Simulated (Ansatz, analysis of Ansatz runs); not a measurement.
# Migration in MgH2 (P4_2/mnm): V_H hop (2.5 Å), charge +1

How high is the barrier when H changes place in MgH2 (P4_2/mnm)? The case: V_H hop (2.5 Å), charge +1, in a cell of 72 host atoms with 1 H taken out.

Calculated with Ansatz 0.2.0; plane-wave PAW DFT, PBEsol; nudged elastic band between two relaxed defect structures at fixed charge in a uniform background.

**1. Starting point**

The cell holds 71 atoms: 24 Mg and 47 H. Its edges and angles: a = 8.954 Å, b = 8.954 Å, c = 9.023 Å, α = 90.0°, β = 90.0°, γ = 90.0°. It derives from MgH2 (space group P4_2/mnm). Nearest the centre at fractional (0.500, 0.500, 0.500): H47 at 1.24 Å, Mg61 at 1.50 Å, Mg67 at 1.50 Å, H15 at 2.44 Å, H64 at 2.44 Å, H9 at 2.44 Å, H70 at 2.44 Å, Mg25 at 3.17 Å. The cell carries charge +1.

The cell's shortest repeat is 9.0 Å.

**2. Relaxation of the start point, charge +1**

A barrier is counted from a minimum, so both ends are relaxed first. Small random displacements break the symmetry of the ideal sites, so that the defect can distort if it gains by it. The charge of +1 is set by the electron count, and a uniform background keeps the cell neutral.

qp1_c72k1s.start/input.yaml reads:

```yaml
crystal:
  lattice:
    - [8.95437022, 0.0, 0.0]
    - [0.0, 8.95437022, 0.0]
    - [0.0, 0.0, 9.02322147]
  atoms:
    - { symbol: Mg, position: [0.25, 0.25, 0.16666667] }
    - { symbol: Mg, position: [0.0, 0.0, 0.0] }
    - { symbol: H, position: [0.34777186, 0.34777186, 0.0] }
    - { symbol: H, position: [0.40222814, 0.09777186, 0.16666667] }
    - { symbol: H, position: [0.15222814, 0.15222814, 0.0] }
    - { symbol: H, position: [0.09777186, 0.40222814, 0.16666667] }
    - { symbol: Mg, position: [0.25, 0.25, 0.5] }
    - { symbol: Mg, position: [0.0, 0.0, 0.33333333] }
    - { symbol: H, position: [0.34777186, 0.34777186, 0.33333333] }
    - { symbol: H, position: [0.40222814, 0.09777186, 0.5] }
    - { symbol: H, position: [0.15222814, 0.15222814, 0.33333333] }
    - { symbol: H, position: [0.09777186, 0.40222814, 0.5] }
    - { symbol: Mg, position: [0.25, 0.25, 0.83333333] }
    - { symbol: Mg, position: [0.0, 0.0, 0.66666667] }
    - { symbol: H, position: [0.34777186, 0.34777186, 0.66666667] }
    - { symbol: H, position: [0.40222814, 0.09777186, 0.83333333] }
    - { symbol: H, position: [0.15222814, 0.15222814, 0.66666667] }
    - { symbol: H, position: [0.09777186, 0.40222814, 0.83333333] }
    - { symbol: Mg, position: [0.25, 0.75, 0.16666667] }
    - { symbol: Mg, position: [0.0, 0.5, 0.0] }
    - { symbol: H, position: [0.34777186, 0.84777186, 0.0] }
    - { symbol: H, position: [0.40222814, 0.59777186, 0.16666667] }
    - { symbol: H, position: [0.15222814, 0.65222814, 0.0] }
    - { symbol: H, position: [0.09777186, 0.90222814, 0.16666667] }
    - { symbol: Mg, position: [0.25, 0.75, 0.5] }
    - { symbol: Mg, position: [0.0, 0.5, 0.33333333] }
    - { symbol: H, position: [0.34777186, 0.84777186, 0.33333333] }
    - { symbol: H, position: [0.15222814, 0.65222814, 0.33333333] }
    - { symbol: H, position: [0.09777186, 0.90222814, 0.5] }
    - { symbol: Mg, position: [0.25, 0.75, 0.83333333] }
    - { symbol: Mg, position: [0.0, 0.5, 0.66666667] }
    - { symbol: H, position: [0.34777186, 0.84777186, 0.66666667] }
    - { symbol: H, position: [0.40222814, 0.59777186, 0.83333333] }
    - { symbol: H, position: [0.15222814, 0.65222814, 0.66666667] }
    - { symbol: H, position: [0.09777186, 0.90222814, 0.83333333] }
    - { symbol: Mg, position: [0.75, 0.25, 0.16666667] }
    - { symbol: Mg, position: [0.5, 0.0, 0.0] }
    - { symbol: H, position: [0.84777186, 0.34777186, 0.0] }
    - { symbol: H, position: [0.90222814, 0.09777186, 0.16666667] }
    - { symbol: H, position: [0.65222814, 0.15222814, 0.0] }
    - { symbol: H, position: [0.59777186, 0.40222814, 0.16666667] }
    - { symbol: Mg, position: [0.75, 0.25, 0.5] }
    - { symbol: Mg, position: [0.5, 0.0, 0.33333333] }
    - { symbol: H, position: [0.84777186, 0.34777186, 0.33333333] }
    - { symbol: H, position: [0.90222814, 0.09777186, 0.5] }
    - { symbol: H, position: [0.65222814, 0.15222814, 0.33333333] }
    - { symbol: H, position: [0.59777186, 0.40222814, 0.5] }
    - { symbol: Mg, position: [0.75, 0.25, 0.83333333] }
    - { symbol: Mg, position: [0.5, 0.0, 0.66666667] }
    - { symbol: H, position: [0.84777186, 0.34777186, 0.66666667] }
    - { symbol: H, position: [0.90222814, 0.09777186, 0.83333333] }
    - { symbol: H, position: [0.65222814, 0.15222814, 0.66666667] }
    - { symbol: H, position: [0.59777186, 0.40222814, 0.83333333] }
    - { symbol: Mg, position: [0.75, 0.75, 0.16666667] }
    - { symbol: Mg, position: [0.5, 0.5, 0.0] }
    - { symbol: H, position: [0.84777186, 0.84777186, 0.0] }
    - { symbol: H, position: [0.90222814, 0.59777186, 0.16666667] }
    - { symbol: H, position: [0.65222814, 0.65222814, 0.0] }
    - { symbol: H, position: [0.59777186, 0.90222814, 0.16666667] }
    - { symbol: Mg, position: [0.75, 0.75, 0.5] }
    - { symbol: Mg, position: [0.5, 0.5, 0.33333333] }
    - { symbol: H, position: [0.84777186, 0.84777186, 0.33333333] }
    - { symbol: H, position: [0.90222814, 0.59777186, 0.5] }
    - { symbol: H, position: [0.65222814, 0.65222814, 0.33333333] }
    - { symbol: H, position: [0.59777186, 0.90222814, 0.5] }
    - { symbol: Mg, position: [0.75, 0.75, 0.83333333] }
    - { symbol: Mg, position: [0.5, 0.5, 0.66666667] }
    - { symbol: H, position: [0.84777186, 0.84777186, 0.66666667] }
    - { symbol: H, position: [0.90222814, 0.59777186, 0.83333333] }
    - { symbol: H, position: [0.65222814, 0.65222814, 0.66666667] }
    - { symbol: H, position: [0.59777186, 0.90222814, 0.83333333] }
total_charge: 1
basis:
  ecutwfc: 420
  xc_grid: 2
hamiltonian:
  xc: pbesol
kpoints:
  mp_grid: { grid: [1, 1, 1], shift: [0.25, 0.25, 0.25] }
scf:
  occupations: { method: fixed }
  max_iter: 100
output:
  forces: true
relax:
  f_tol: 0.02
  max_steps: 70
  random_displacement: { amplitude: 0.03, seed: 6104 }
```

Started as:

```bash
> ansatz run input.yaml --threads 32 --pin off --max-ram 84787MiB --backend cuda --events-out ev --progress --plain --runs-dir out --max-vram 78GiB
```

Numbers of over 12 decimals in the logs are rounded to 6 here.

Log:

```text
[...]
Engine: ansatz 0.2.0, aarch64-unknown-linux-gnu
[...]
Pseudopotential: Mg, paw, valence charge 10, recommended cutoff 420 eV (normal), Mg.paw.azcp
Pseudopotential: H, paw, valence charge 1, recommended cutoff 420 eV (normal), H.paw.azcp
Functional definition: PBEsol
[...]
Crystal: 71 atoms, lattice volume = 723.489 Å³
Basis set: ecut = 420 eV, 14111 PW (Γ), exchange–correlation on 120×120×128 points (8 copies of the dense FFT grid, shifted against one another)
Bands: 214, of which v1, the nominal top of the filled ones, is band 143 counted from 1 (142 counted from 0)
[...]
k-points: 1
[...]
Functional: x = pbesol(κ = 0.804, μ = 0.123457), c = pbesol(β = 0.046)
[...]
SCF 1 converged in 6 iterations: F = -46640.215075 eV  dr2 = 8.74e-7
[...]
relax step   1: F+E_penalty+E_count = -46640.21507532 eV  Δ(F+E_penalty+E_count) = +0.000e0 eV  max|allowed force component| = 1.169e0 eV/Å  Δτ_max = 0.0000 Å  (6 SCF iters, dr2 threshold 1.00e-5 eV,  [...]
[...]
SCF iter   1: F=—  HF=-46640.917486 eV  |F-HF|=—  |Δ(HF+E_count)|=         —  Δρ=4.54e-3  dr2=1.23e-1  ethr=3.78e-5  ⟨swp⟩=2.0  Hψ=526  notcnv=0  defer=37
automatic band count: iteration 1 solves 183 bands in place of 214: the levels show a gap, and the empty bands left out lie too high to hold charge; the band table lists the bands solved (type scf.n_e [...]
[...]
SCF iter   2: F=—  HF=-46640.914853 eV  |F-HF|=—  |Δ(HF+E_count)|=   2.63e-3  Δρ=2.42e-3  dr2=3.68e-2  ethr=3.78e-5  ⟨swp⟩=2.0  Hψ=181  notcnv=0  defer=38
[...]
SCF 4 converged in 5 iterations: F = -46641.078270 eV  dr2 = 5.15e-8
relax step   4: F+E_penalty+E_count = -46641.07827007 eV  Δ(F+E_penalty+E_count) = -6.200e-3 eV  max|allowed force component| = 8.888e-3 eV/Å  Δτ_max = 0.0272 Å  (5 SCF iters, accepted)
SCF converged after 5 iterations
[...]
```

Run time: 1.5 s. Hardware: 1 × NVIDIA GB200 with 32 threads of Arm Neoverse V2, shared host; peak memory 1.1 GiB; 6.7 s of CPU time.

Step by step:

```tsv
step	energy less that of the first step (eV)	largest force component (eV/Å)
1	0.0000	1.1685
2	-0.7044	0.2053
3	-0.8570	0.0532
4	-0.8632	0.0089
```

The atoms that moved most (Å, from the sites as typed, ahead of the random displacement):

```tsv
atom	dx	dy	dz	length
Mg61	0.169	-0.170	-0.144	0.280
Mg67	0.169	-0.168	0.145	0.279
Mg25	-0.192	0.194	0.000	0.273
H41	0.054	-0.051	-0.125	0.146
H53	0.054	-0.051	0.125	0.146
H29	-0.102	0.103	0.000	0.145
H34	0.076	-0.056	-0.074	0.120
H27	0.057	-0.076	0.073	0.119
```

Neighbours of H47 at the end:

```tsv
atom	distance (Å)
Mg61	1.887
Mg67	1.887
Mg42	2.017
H70	2.684
H64	2.686
H15	2.686
H9	2.686
H52	2.731
H44	2.733
H46	2.743
H50	2.744
```

This step gave:

```
free energy                                                                                       : -46641.0783 eV
r.m.s. move of the farther half of the atoms                                                      : 0.04207 Å
largest move from the ideal geometry of this structure, a common shift of the far atoms taken out : 0.2849 Å
```

The relaxation gained 0.863 eV and ended with a largest force component of 0.0089 eV/Å.

**3. Relaxation of the end point, charge +1**

The end point is relaxed in the same cell and settings, so that the two energies compare. Atoms more than 3.2 Å from the middle of the hop start where the first relaxation left them, the nearer ones on or close to their ideal places, with small random displacements.

qp1_c72k1s.end/input.yaml reads:

```yaml
crystal:
  lattice:
    - [8.95437022, 0.0, 0.0]
    - [0.0, 8.95437022, 0.0]
    - [0.0, 0.0, 9.02322147]
  atoms:
    - { symbol: Mg, position: [0.2486711, 0.25022607, 0.16619256] }
    - { symbol: Mg, position: [0.00722111, -0.00721906, -1.02e-06] }
[... 4 atom lines left out ...]
    - { symbol: Mg, position: [0.25, 0.25, 0.5] }
[... 1 atom line left out ...]
    - { symbol: H, position: [0.34777186, 0.34777186, 0.33333333] }
[... 5 atom lines left out ...]
    - { symbol: H, position: [0.34777186, 0.34777186, 0.66666667] }
[... 6 atom lines left out ...]
    - { symbol: H, position: [0.40654576, 0.59358288, 0.17079429] }
[... 2 atom lines left out ...]
    - { symbol: Mg, position: [0.25, 0.75, 0.5] }
[... 16 atom lines left out ...]
    - { symbol: Mg, position: [0.75, 0.25, 0.5] }
[... 4 atom lines left out ...]
    - { symbol: H, position: [0.402214, 0.597786, 0.5] }
[... 12 atom lines left out ...]
    - { symbol: Mg, position: [0.75, 0.75, 0.5] }
    - { symbol: Mg, position: [0.5, 0.5, 0.33333333] }
[... 2 atom lines left out ...]
    - { symbol: H, position: [0.65222814, 0.65222814, 0.33333333] }
[... 2 atom lines left out ...]
    - { symbol: Mg, position: [0.5, 0.5, 0.66666667] }
[... 2 atom lines left out ...]
    - { symbol: H, position: [0.65222814, 0.65222814, 0.66666667] }
    - { symbol: H, position: [0.59628087, 0.90189893, 0.83194021] }
total_charge: 1
basis:
  ecutwfc: 420
  xc_grid: 2
hamiltonian:
  xc: pbesol
kpoints:
  mp_grid: { grid: [1, 1, 1], shift: [0.25, 0.25, 0.25] }
scf:
  occupations: { method: fixed }
  max_iter: 100
output:
  forces: true
relax:
  f_tol: 0.02
  max_steps: 70
  random_displacement: { amplitude: 0.01, seed: 6104 }
```

Log:

```text
[...]
Crystal: 71 atoms, lattice volume = 723.489 Å³
Basis set: ecut = 420 eV, 14111 PW (Γ), exchange–correlation on 120×120×128 points (8 copies of the dense FFT grid, shifted against one another)
Bands: 214, of which v1, the nominal top of the filled ones, is band 143 counted from 1 (142 counted from 0)
[...]
k-points: 1
[...]
SCF 1 converged in 6 iterations: F = -46640.140929 eV  dr2 = 8.40e-7
[...]
relax step   1: F+E_penalty+E_count = -46640.14092863 eV  Δ(F+E_penalty+E_count) = +0.000e0 eV  max|allowed force component| = 1.214e0 eV/Å  Δτ_max = 0.0000 Å  (6 SCF iters, dr2 threshold 1.00e-5 eV,  [...]
[...]
SCF 4 converged in 5 iterations: F = -46641.078198 eV  dr2 = 7.20e-8
relax step   4: F+E_penalty+E_count = -46641.07819770 eV  Δ(F+E_penalty+E_count) = -8.876e-3 eV  max|allowed force component| = 8.849e-3 eV/Å  Δτ_max = 0.0345 Å  (5 SCF iters, accepted)
SCF converged after 5 iterations
[...]
```

Elapsed: 1.7 s, on 1 × NVIDIA GB200 with 32 threads; peak memory 1.1 GiB; 6.8 s of CPU time.

Step by step:

```tsv
step	energy less that of the first step (eV)	largest force component (eV/Å)
1	0.0000	1.2141
2	-0.7522	0.3981
3	-0.9284	0.0493
4	-0.9373	0.0088
```

The atoms that moved most (Å, from the sites as typed, ahead of the random displacement):

```tsv
atom	dx	dy	dz	length
Mg42	0.198	-0.198	0.000	0.280
Mg67	-0.160	0.161	0.146	0.270
Mg61	-0.161	0.160	-0.146	0.270
H22	-0.087	0.084	-0.162	0.202
H33	-0.083	0.086	0.162	0.201
H41	-0.085	0.086	0.161	0.201
H53	-0.088	0.083	-0.160	0.201
H29	0.127	-0.127	0.000	0.180
```

Neighbours of H47 at the end:

```tsv
atom	distance (Å)
Mg67	1.889
Mg61	1.889
Mg25	2.018
H9	2.684
H70	2.685
H15	2.685
H64	2.685
H27	2.733
H34	2.733
H32	2.745
H28	2.746
```

Numbers from this step:

```
free energy                                                                                       : -46641.0782 eV
r.m.s. move of the farther half of the atoms                                                      : 0.04181 Å
largest move from the ideal geometry of this structure, a common shift of the far atoms taken out : 0.2860 Å
```

The relaxation gained 0.937 eV and ended with a largest force component of 0.0089 eV/Å. The end lies within 1 meV of the start.

(Continued in part 2 of 2.)

[Logs are printed without paths, hosts, clocks, repeated set-up lines and the standing remarks that a program may print on its own settings, such as how far it seeks lower states.]

[Hosts, paths, dates, database ids (printed as entryN), source tags and the programs' standing remarks are cut or masked in the printed files.]
